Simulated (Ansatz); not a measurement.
# A hypothetical structure for LaRuS3

Starting from a made-up structure for LaRuS3, the aim is the relaxed cell, its shortest contacts and, where a second run follows, its electronic structure.

Main program and level: Ansatz 0.2.0; DFT, PBEsol, plane-wave PAW, files of the set soft_1, scalar-relativistic, no spin, cell and ions relaxed at zero pressure; PAW set soft_1, in the first sound run; inputs show where later runs differ.

### 1. Starting point

Symmetry: Pm-3m, No. 221, cubic system. Conventional cell: a = 4.693 Å, b = 4.693 Å, c = 4.693 Å, α = 90.00°, β = 90.00°, γ = 90.00°. La has 12 S at 3.32 Å nearest. Ru has 6 S at 2.35 Å nearest. S has 2 Ru at 2.35 Å and 4 La at 3.32 Å nearest. Farther neighbours and most contacts between anions are not listed.

### 2. Relaxing cell and atoms

The guessed cell has no reason to be at equilibrium. It is relaxed with the atoms, within the space group of the guess.

File input.yaml:

```yaml
crystal:
  lattice:
    - [4.693, 0.0, 0.0]
    - [0.0, 4.693, 0.0]
    - [0.0, 0.0, 4.693]
  atoms:
    - { symbol: La, position: [0.0, 0.0, 0.0] }
    - { symbol: Ru, position: [0.5, 0.5, 0.5] }
    - { symbol: S, position: [0.5, 0.0, 0.5] }
    - { symbol: S, position: [0.0, 0.5, 0.5] }
    - { symbol: S, position: [0.5, 0.5, 0.0] }
kpoints:
  mp_grid: { grid: [6, 6, 6] }
scf:
  occupations: { method: fermi_dirac, width: 0.05 }
hamiltonian:
  xc: pbesol
  pseudopotentials: { kind: paw, azcp: { folder: soft_1 }, xc_functional: pbe }
relax:
  f_tol: 0.015
  max_steps: 70
  cell: {}
output:
  forces: true
  stress: true
```

On the command line:

```sh
$ ansatz run input.yaml --threads 4 --pin off --max-ram 8192MiB --backend cpu --events-out ev --progress --plain --runs-dir out
```

Numbers of over 12 decimals in the logs are rounded to 6 here.

Output:

```text
Engine: ansatz 0.2.0, aarch64-unknown-linux-gnu
Pseudopotentials: kind: paw
Pseudopotential: La, paw, valence charge 11, recommended cutoff 420 eV (normal), soft_1/La.paw.azcp
Pseudopotential: Ru, paw, valence charge 16, recommended cutoff 420 eV (normal), soft_1/Ru.paw.azcp
Pseudopotential: S, paw, valence charge 6, recommended cutoff 420 eV (normal), soft_1/S.paw.azcp
Functional definition: PBEsol
  exchange = pbesol_x
  correlation = pbesol_c
Crystal: 5 atoms, lattice volume = 103.360 Å³
Basis set: ecut = 420 eV, 2007 PW (Γ), exchange–correlation on 64×64×64 points (8 copies of the dense FFT grid, shifted against one another)
Bands: 28, of which v1, the nominal top of the filled ones, is band 23 counted from 1 (22 counted from 0)
Symmetry: 48 space group operations
Space group: Pm-3m (ITA 221), of the structure as read, at distance tolerance 4.7e-5 Å
k-points: 20 of 216
Non-local potential: La, projectors of the file, l = 0: 3, l = 1: 2, l = 2: 2, l = 3: 3
Non-local potential: Ru, projectors of the file, l = 0: 3, l = 1: 2, l = 2: 2, l = 3: 1
Non-local potential: S, projectors of the file, l = 0: 2, l = 1: 2, l = 2: 1
PAW form: soft (Blöchl's): semilocal exchange-correlation on the pseudo side does not see the compensation charge
PAW frozen core: La, regenerated for the run's functional, and the local potential with it (the file was generated under x = pbe(κ = 0.804, μ = 0.219515), c = pbe(β = 0.066725))
PAW frozen core: Ru, regenerated for the run's functional, and the local potential with it (the file was generated under x = pbe(κ = 0.804, μ = 0.219515), c = pbe(β = 0.066725))
PAW frozen core: S, regenerated for the run's functional, and the local potential with it (the file was generated under x = pbe(κ = 0.804, μ = 0.219515), c = pbe(β = 0.066725))
PAW one-centre angular grid: La, 590 points (default); XC on 64 Gauss nodes
PAW one-centre angular grid: Ru, 590 points (default); XC on 64 Gauss nodes
PAW one-centre angular grid: S, 110 points (default); XC on 64 Gauss nodes
Initial density: superposition of atomic densities (chi_scale 0.1, normalization cell, long waves kept (reshape's long-wave potential 0.00 eV rms))
Initial wavefunctions: pseudopotential atomic-orbital guess
Functional: x = pbesol(κ = 0.804, μ = 0.123457), c = pbesol(β = 0.046)
SCF iter   1: F=—  HF=-14647.327675 eV  |F-HF|=—  |Δ(HF+E_count)|=         —  Δρ=4.10e-1  dr2=3.32e2  ethr=3.10e-3  ⟨swp⟩=6.0  Hψ=5138  notcnv=0
automatic band count: the SCF goes on with 33 bands, as 28 were too few: the levels above may hold too much charge
preconditioner: auto → Kerker (q_TF=auto, 2.375 Å⁻¹)  [metal: Δε(μ)=0.002 eV  Ē_g=7.920 eV  σ=0.050 eV  W_gap=0.01  n_scr=26 (ndim 8)  ℏωp=21.6 eV  f_vac=0.000  D(μ)=47.37/eV (n_scr^D=1356)]
SCF iter   2: F=—  HF=-14637.475402 eV  |F-HF|=—  |Δ(HF+E_count)|=    9.85e0  Δρ=4.31e-2  dr2=1.22e0  ethr=3.10e-3  ⟨swp⟩=3.7  Hψ=1855  notcnv=0  defer=21
SCF iter   3: F=—  HF=-14637.299444 eV  |F-HF|=—  |Δ(HF+E_count)|=   1.76e-1  Δρ=2.13e-2  dr2=2.60e-1  ethr=2.70e-3  ⟨swp⟩=2.0  Hψ=939  notcnv=0  defer=31
SCF iter   4: F=—  HF=-14637.253299 eV  |F-HF|=—  |Δ(HF+E_count)|=   4.61e-2  Δρ=1.83e-3  dr2=4.65e-3  ethr=5.77e-4  ⟨swp⟩=2.4  Hψ=1242  notcnv=0  defer=35
SCF iter   5: F=—  HF=-14637.252746 eV  |F-HF|=—  |Δ(HF+E_count)|=   5.53e-4  Δρ=7.62e-4  dr2=1.41e-3  ethr=1.03e-5  ⟨swp⟩=2.0  Hψ=1060  notcnv=0  defer=39
SCF iter   6: F=—  HF=-14637.252657 eV  |F-HF|=—  |Δ(HF+E_count)|=   8.89e-5  Δρ=6.40e-4  dr2=6.78e-4  ethr=3.13e-6  ⟨swp⟩=1.4  Hψ=669  notcnv=0  defer=39
SCF iter   7: F=—  HF=-14637.252579 eV  |F-HF|=—  |Δ(HF+E_count)|=   7.77e-5  Δρ=4.30e-4  dr2=3.04e-4  ethr=1.51e-6  ⟨swp⟩=1.0  Hψ=621  notcnv=0  defer=39
SCF iter   8: F=—  HF=-14637.252532 eV  |F-HF|=—  |Δ(HF+E_count)|=   4.68e-5  Δρ=2.64e-4  dr2=1.16e-4  ethr=6.76e-7  ⟨swp⟩=1.1  Hψ=626  notcnv=0  defer=39
SCF iter   9: F=—  HF=-14637.252505 eV  |F-HF|=—  |Δ(HF+E_count)|=   2.68e-5  Δρ=8.24e-5  dr2=1.21e-5  ethr=2.58e-7  ⟨swp⟩=1.9  Hψ=831  notcnv=0  defer=39
SCF iter  10: F=—  HF=-14637.252663 eV  |F-HF|=—  |Δ(HF+E_count)|=   1.57e-4  Δρ=4.57e-6  dr2=2.73e-8  ethr=2.22e-10  ⟨swp⟩=4.4  Hψ=2882  notcnv=0
SCF iter  11: F=-14637.252663 eV  HF=-14637.252663 eV  |F-HF|=2.95e-10  |Δ(HF+E_count)|=   2.52e-9  Δρ=1.13e-6  dr2=1.71e-9  ethr=6.08e-11  ⟨swp⟩=2.1  Hψ=1894  notcnv=0
SCF 1 converged in 11 iterations: F = -14637.252663 eV  dr2 = 1.71e-9
  greatest PAW one-centre occupation: 1.000 electrons in one spin orbital (limit 2), on the Ru atom at site 1 (counted from 0), in its partial waves of l = 0
relax step   1: F+E_penalty+E_count = -14637.25266271 eV  Δ(F+E_penalty+E_count) = +0.000e0 eV  max|allowed force component| = 1.062e-29 eV/Å  Δτ_max = 0.0000 Å  P = -5.886 GPa  Ω = 103.360 Å³  (11 SCF iters, dr2 threshold 1.00e-7 eV, accepted)
Crystal: 5 atoms, lattice volume = 96.814 Å³
Basis set: ecut = 420 eV, 1863 PW (Γ), exchange–correlation on 64×64×64 points (8 copies of the dense FFT grid, shifted against one another)
Bands: 33, of which v1, the nominal top of the filled ones, is band 23 counted from 1 (22 counted from 0)
Initial density: handed on by an earlier stage of this run
Initial wavefunctions: those handed on with the density
iter 1 solved again at ethr=2.96e-4 eV; its pass at ethr=3.10e-3 eV (dr2=1.33e-1 eV) is discarded
SCF iter   1: F=—  HF=-14637.389999 eV  |F-HF|=—  |Δ(HF+E_count)|=         —  Δρ=7.50e-3  dr2=1.37e-1  ethr=2.96e-4  ⟨swp⟩=1.4  Hψ=3591  notcnv=0
preconditioner: auto → Kerker (q_TF=auto, 2.401 Å⁻¹)  [metal: Δε(μ)=0.041 eV  Ē_g=8.967 eV  σ=0.050 eV  W_gap=0.20  n_scr=26 (ndim 8)  ℏωp=22.3 eV  f_vac=0.000  D(μ)=6.05/eV (n_scr^D=80)]
SCF iter   2: F=—  HF=-14637.374905 eV  |F-HF|=—  |Δ(HF+E_count)|=   1.51e-2  Δρ=3.50e-3  dr2=3.70e-2  ethr=2.96e-4  ⟨swp⟩=2.0  Hψ=861  notcnv=0
SCF iter   3: F=—  HF=-14637.368834 eV  |F-HF|=—  |Δ(HF+E_count)|=   6.07e-3  Δρ=7.67e-4  dr2=1.69e-3  ethr=8.22e-5  ⟨swp⟩=2.2  Hψ=962  notcnv=0  defer=1
SCF iter   4: F=—  HF=-14637.368393 eV  |F-HF|=—  |Δ(HF+E_count)|=   4.41e-4  Δρ=1.50e-4  dr2=3.02e-5  ethr=3.76e-6  ⟨swp⟩=2.1  Hψ=1021  notcnv=0  defer=1
SCF iter   5: F=—  HF=-14637.368494 eV  |F-HF|=—  |Δ(HF+E_count)|=   1.01e-4  Δρ=3.84e-5  dr2=1.58e-6  ethr=6.72e-8  ⟨swp⟩=2.2  Hψ=1049  notcnv=0  defer=1
SCF iter   6: F=-14637.368493 eV  HF=-14637.368493 eV  |F-HF|=9.13e-9  |Δ(HF+E_count)|=   1.48e-7  Δρ=8.49e-6  dr2=5.24e-8  ethr=1.11e-9  ⟨swp⟩=5.0  Hψ=2282  notcnv=0
SCF 2 converged in 6 iterations: F = -14637.368493 eV  dr2 = 5.24e-8
relax step   2: F+E_penalty+E_count = -14637.36849336 eV  Δ(F+E_penalty+E_count) = -1.158e-1 eV  max|allowed force component| = 5.004e-29 eV/Å  Δτ_max = 0.0000 Å  P = +0.727 GPa  Ω = 96.814 Å³  energy of the carried Pulay correction = +2.126e-3 eV  (6 SCF iters, dr2 threshold 5.00e-7 eV, accepted)
Crystal: 5 atoms, lattice volume = 97.493 Å³
Basis set: ecut = 420 eV, 1935 PW (Γ), exchange–correlation on 64×64×64 points (8 copies of the dense FFT grid, shifted against one another)
iter 1 solved again at ethr=2.92e-6 eV; its pass at ethr=3.10e-3 eV (dr2=1.31e-3 eV) is discarded
SCF iter   1: F=—  HF=-14637.369773 eV  |F-HF|=—  |Δ(HF+E_count)|=         —  Δρ=8.08e-4  dr2=1.59e-3  ethr=2.92e-6  ⟨swp⟩=2.0  Hψ=3238  notcnv=0
preconditioner: auto → Kerker (q_TF=auto, 2.398 Å⁻¹)  [metal: Δε(μ)=0.018 eV  Ē_g=9.053 eV  σ=0.050 eV  W_gap=0.09  n_scr=26 (ndim 8)  ℏωp=22.2 eV  f_vac=0.000  D(μ)=6.46/eV (n_scr^D=80)]
SCF iter   2: F=—  HF=-14637.369597 eV  |F-HF|=—  |Δ(HF+E_count)|=   1.76e-4  Δρ=3.81e-4  dr2=4.34e-4  ethr=2.92e-6  ⟨swp⟩=1.3  Hψ=669  notcnv=0
SCF iter   3: F=—  HF=-14637.369634 eV  |F-HF|=—  |Δ(HF+E_count)|=   3.73e-5  Δρ=7.66e-5  dr2=1.53e-5  ethr=9.64e-7  ⟨swp⟩=2.1  Hψ=786  notcnv=0
iter 4 did not close the SCF: its close was put off for the readings that it lacked (scf_convergence_deferred on its scf_iter line)
SCF iter   4: F=-14637.369630 eV  HF=-14637.369631 eV  |F-HF|=1.47e-7  |Δ(HF+E_count)|=   3.27e-6  Δρ=1.70e-5  dr2=3.22e-7  ethr=3.39e-8  ⟨swp⟩=2.4  Hψ=1032  notcnv=0
iter 5 did not close the SCF: its close was put off for the readings that it lacked (scf_convergence_deferred on its scf_iter line)
SCF iter   5: F=-14637.369631 eV  HF=-14637.369631 eV  |F-HF|=1.62e-8  |Δ(HF+E_count)|=   4.22e-8  Δρ=4.90e-6  dr2=2.53e-8  ethr=7.15e-10  ⟨swp⟩=2.2  Hψ=1072  notcnv=0
SCF iter   6: F=-14637.369631 eV  HF=-14637.369631 eV  |F-HF|=5.69e-10  |Δ(HF+E_count)|=   3.75e-9  Δρ=9.93e-7  dr2=1.03e-9  ethr=5.63e-11  ⟨swp⟩=2.1  Hψ=2209  notcnv=0
SCF 3 converged in 6 iterations: F = -14637.369631 eV  dr2 = 1.03e-9
relax step   3: F+E_penalty+E_count = -14637.36963052 eV  Δ(F+E_penalty+E_count) = -1.137e-3 eV  max|allowed force component| = 2.064e-29 eV/Å  Δτ_max = 0.0000 Å  P = -0.078 GPa  Ω = 97.493 Å³  energy of the carried Pulay correction = +1.899e-3 eV  (6 SCF iters, dr2 threshold 5.00e-7 eV, accepted)
Crystal: 5 atoms, lattice volume = 97.427 Å³
iter 1 solved again at ethr=2.76e-8 eV; its pass at ethr=3.10e-3 eV (dr2=1.24e-5 eV) is discarded
SCF iter   1: F=—  HF=-14637.369562 eV  |F-HF|=—  |Δ(HF+E_count)|=         —  Δρ=7.78e-5  dr2=1.48e-5  ethr=2.76e-8  ⟨swp⟩=2.0  Hψ=3087  notcnv=0
preconditioner: auto → Kerker (q_TF=auto, 2.399 Å⁻¹)  [metal: Δε(μ)=0.021 eV  Ē_g=9.044 eV  σ=0.050 eV  W_gap=0.11  n_scr=26 (ndim 8)  ℏωp=22.3 eV  f_vac=0.000  D(μ)=6.42/eV (n_scr^D=80)]
SCF iter   2: F=—  HF=-14637.369670 eV  |F-HF|=—  |Δ(HF+E_count)|=   1.07e-4  Δρ=3.71e-5  dr2=4.10e-6  ethr=2.76e-8  ⟨swp⟩=1.1  Hψ=664  notcnv=0
SCF iter   3: F=—  HF=-14637.369669 eV  |F-HF|=—  |Δ(HF+E_count)|=   6.42e-7  Δρ=7.31e-6  dr2=1.38e-7  ethr=9.12e-9  ⟨swp⟩=2.0  Hψ=784  notcnv=0
iter 4 did not close the SCF: its close was put off for the readings that it lacked (scf_convergence_deferred on its scf_iter line)
SCF iter   4: F=-14637.369669 eV  HF=-14637.369669 eV  |F-HF|=1.84e-9  |Δ(HF+E_count)|=   2.86e-8  Δρ=1.68e-6  dr2=3.55e-9  ethr=3.06e-10  ⟨swp⟩=2.5  Hψ=1060  notcnv=0
iter 5 did not close the SCF: its close was put off for the readings that it lacked (scf_convergence_deferred on its scf_iter line)
SCF iter   5: F=-14637.369669 eV  HF=-14637.369669 eV  |F-HF|=1.84e-10  |Δ(HF+E_count)|=  5.15e-10  Δρ=4.76e-7  dr2=2.62e-10  ethr=7.90e-12  ⟨swp⟩=2.2  Hψ=1090  notcnv=0
SCF iter   6: F=-14637.369669 eV  HF=-14637.369669 eV  |F-HF|=7.28e-12  |Δ(HF+E_count)|=  3.46e-11  Δρ=9.59e-8  dr2=1.01e-11  ethr=1.00e-12  ⟨swp⟩=2.0  Hψ=1870  notcnv=0
SCF 4 converged in 6 iterations: F = -14637.369669 eV  dr2 = 1.01e-11
relax step   4: F+E_penalty+E_count = -14637.36966888 eV  Δ(F+E_penalty+E_count) = -3.836e-5 eV  max|allowed force component| = 5.391e-29 eV/Å  Δτ_max = 0.0000 Å  P = -0.001 GPa  Ω = 97.427 Å³  energy of the carried Pulay correction = +1.921e-3 eV  (6 SCF iters, dr2 threshold 1.52e-8 eV, accepted)
Initial wavefunctions: pseudopotential atomic-orbital guess (no wavefunctions were taken with the density)
iter 1 solved again at ethr=2.92e-7 eV; its pass at ethr=3.10e-3 eV (dr2=1.31e-4 eV) is discarded
SCF iter   1: F=—  HF=-14637.367734 eV  |F-HF|=—  |Δ(HF+E_count)|=         —  Δρ=7.18e-5  dr2=5.49e-7  ethr=2.92e-7  ⟨swp⟩=4.0  Hψ=5002  notcnv=0
preconditioner: auto → Kerker (q_TF=auto, 2.399 Å⁻¹)  [metal: Δε(μ)=0.021 eV  Ē_g=9.045 eV  σ=0.050 eV  W_gap=0.11  n_scr=26 (ndim 8)  ℏωp=22.3 eV  f_vac=0.000  D(μ)=6.42/eV (n_scr^D=80)]
SCF iter   2: F=—  HF=-14637.367844 eV  |F-HF|=—  |Δ(HF+E_count)|=   1.09e-4  Δρ=3.71e-5  dr2=1.36e-7  ethr=1.22e-9  ⟨swp⟩=2.4  Hψ=1109  notcnv=0
SCF iter   3: F=—  HF=-14637.367844 eV  |F-HF|=—  |Δ(HF+E_count)|=   4.35e-7  Δρ=2.94e-6  dr2=2.74e-9  ethr=3.03e-10  ⟨swp⟩=2.5  Hψ=1103  notcnv=0
SCF iter   4: F=—  HF=-14637.367844 eV  |F-HF|=—  |Δ(HF+E_count)|=   1.89e-9  Δρ=4.33e-7  dr2=2.40e-10  ethr=6.08e-12  ⟨swp⟩=2.5  Hψ=1093  notcnv=0
iter 5 did not close the SCF: its close was put off for the readings that it lacked (scf_convergence_deferred on its scf_iter line)
SCF iter   5: F=-14637.367844 eV  HF=-14637.367844 eV  |F-HF|=1.82e-12  |Δ(HF+E_count)|=  5.09e-11  Δρ=5.84e-8  dr2=7.64e-12  ethr=1.00e-12  ⟨swp⟩=1.9  Hψ=872  notcnv=0
SCF iter   6: F=-14637.367844 eV  HF=-14637.367844 eV  |F-HF|=0.00e0  |Δ(HF+E_count)|=    0.00e0  Δρ=1.61e-8  dr2=3.25e-13  ethr=1.00e-12  ⟨swp⟩=3.1  Hψ=2128  notcnv=0
SCF 5 converged in 6 iterations: F = -14637.367844 eV  dr2 = 3.25e-13
relax step   5: F+E_penalty+E_count = -14637.36784401 eV  Δ(F+E_penalty+E_count) = +1.825e-3 eV  max|allowed force component| = 8.278e-29 eV/Å  Δτ_max = 0.0000 Å  P = -0.006 GPa  Ω = 97.427 Å³  stress off target by 5.75e-3 GPa  SCF on the basis re-selected at this cell (its energy is not comparable with the rows above)  (6 SCF iters)
basis re-selected at this cell: Δ(F+E_penalty+E_count) = +1.825e-3 eV, ΔP = -0.005 GPa vs the last step (what re-selecting the basis moved, of the pressure what is left beyond the Pulay correction that the steps carried, after the strain that the cell walked since its last selection, with what the two solves' SCF thresholds leave and, on support functions, any second-order correction that the steps lacked; it is no m [...]
SCF converged after 6 iterations
Free energy (F): -14637.367844 eV
Harris-Foulkes:  -14637.367844 eV  (|F-HF|=0.00e0)
Internal energy: -14637.314691 eV  (E = F + TS)
E sigma→0 (E₀):  -14637.341267 eV
Entropy (-TS):   -0.053153 eV (-10.631 meV/atom)
Fermi energy:    11.599094 eV
--- Per-component energies (eV) ---
  E_band       = -195.869530
  E_kinetic    = 967.760420
  E_local      = -2934.586552  (includes V_loc(G=0)·N_el)
  E_nonlocal   = 611.699705
  E_hartree    = 1081.341914
  E_xc         = -576.170879
  E_vxc        = -608.633083  (∫ρ·V_xc dr)
  E_paw        = -10548.851148  (= ΣΔE_a)
  E_vpaw       = -394.794488  (= ΣTr[D̂ρ^β])
  E_aug_tail   = 0.000618  (compensation charges beyond the density's cutoff)
  E_ewald      = -3239.116951
  E_core_change = 0.608181  (= ΣΔE_core)
  E_smearing   = -0.053153  (= −TS)
  E_closure    = -0.000000  (closes the sum)
  Σ components = -14637.367844   (vs F -14637.367844, Δ=0.00e0)
--- Forces (eV/Å), atoms counted from 1 ---
  atom   1  La     0.00000000     0.00000000    -0.00000000
  atom   2  Ru    -0.00000000     0.00000000    -0.00000000
  atom   3  S      0.00000000    -0.00000000    -0.00000000
  atom   4  S      0.00000000     0.00000000    -0.00000000
  atom   5  S     -0.00000000     0.00000000    -0.00000000
  max |Σ_I F_I| component: 1.33e-28 eV/Å
--- Stress (GPa, compression-positive) ---
       -0.005753       0.000000      -0.000000
        0.000000      -0.005753       0.000000
       -0.000000       0.000000      -0.005753
  P = ⅓ Tr σ = -0.0058 GPa (-0.058 kbar)
--- Relaxed structure (4 steps of the walk, 4 accepted, 1 SCFs on fresh bases) ---
  F+E_penalty+E_count = -14637.36784401 eV   max|allowed force component| = 8.278e-29 eV/Å   (the final SCF, on the basis selected at the relaxed cell)
  cell:  # Å, volume = 97.4269 Å³
    - [4.601432, 0, 0]
    - [0, 4.601432, 0]
    - [0, 0, 4.601432]
  atoms:
    - { symbol: La, position: [0, 0, 0] }
    - { symbol: Ru, position: [0.500000, 0.500000, 0.500000] }
    - { symbol: S, position: [0.500000, 0, 0.500000] }
    - { symbol: S, position: [0, 0.500000, 0.500000] }
    - { symbol: S, position: [0.500000, 0.500000, 0] }
```

Run time: 5.5 s. Hardware: 4 threads of Arm Neoverse V1, shared host; peak memory 0.46 GiB.

This run has no spin polarisation although its electron count is odd.

The steps of the relaxation:

```
step  energy less that of the first step (eV)  largest force component (eV/Å)  pressure (GPa)  volume (Å³)
   1                                   0.0000                          0.0000           -5.89       103.36
   2                                  -0.1158                          0.0000            0.73        96.81
   3                                  -0.1170                          0.0000           -0.08        97.49
   4                                  -0.1170                          0.0000            0.00        97.43
  5*                                  -0.1152                          0.0000           -0.01        97.43
```

Relaxation steps marked * repeat the geometry before them on a plane-wave basis chosen anew for their cell, so energy and pressure can jump there.

Forces are held to the 48 operations that the run works with; a distortion that breaks them can't arise in this run.

```
conventional cell, symmetrised  before  after  change
                         a (Å)   4.693  4.601  -2.0 %
                         b (Å)   4.693  4.601  -2.0 %
                         c (Å)   4.693  4.601  -2.0 %
              volume (Å³/atom)   20.67  19.49  -5.7 %
```

The relaxed structure:

```xyz
5
Lattice="4.6014 0.0000 0.0000 0.0000 4.6014 0.0000 0.0000 0.0000 4.6014" Properties=species:S:1:pos:R:3 pbc="T T T"
La    0.0000    0.0000    0.0000
Ru    2.3007    2.3007    2.3007
S     2.3007    0.0000    2.3007
S     0.0000    2.3007    2.3007
S     2.3007    2.3007    0.0000
```

Numbers from this step:

```
free energy             : -14637.3678 eV
energy at zero smearing : -14637.3413 eV
smearing term TS        : 0.05315 eV
Fermi energy            : 11.60 eV
electrons               : 45
symmetry operations     : 48
pressure                : -0.005753 GPa
```

Shortest distances by pair of elements, guess and relaxed (not always the same contact):

```
 pair  guess (Å)  relaxed (Å)
 Ru–S      2.346        2.301
 La–S      3.318        3.254
  S–S      3.318        3.254
La–Ru      4.064        3.985
La–La      4.693        4.601
```

The relaxation ends with a pressure of -0.01 GPa.

(Part 1 of 2 ends here.)

[Logs are printed without paths, hosts, clocks, repeated set-up lines and the standing remarks that a program may print on its own settings, such as how far it seeks lower states.]

[Hosts, paths, dates, database ids (printed as entryN), source tags and the programs' standing remarks are cut or masked in the printed files.]
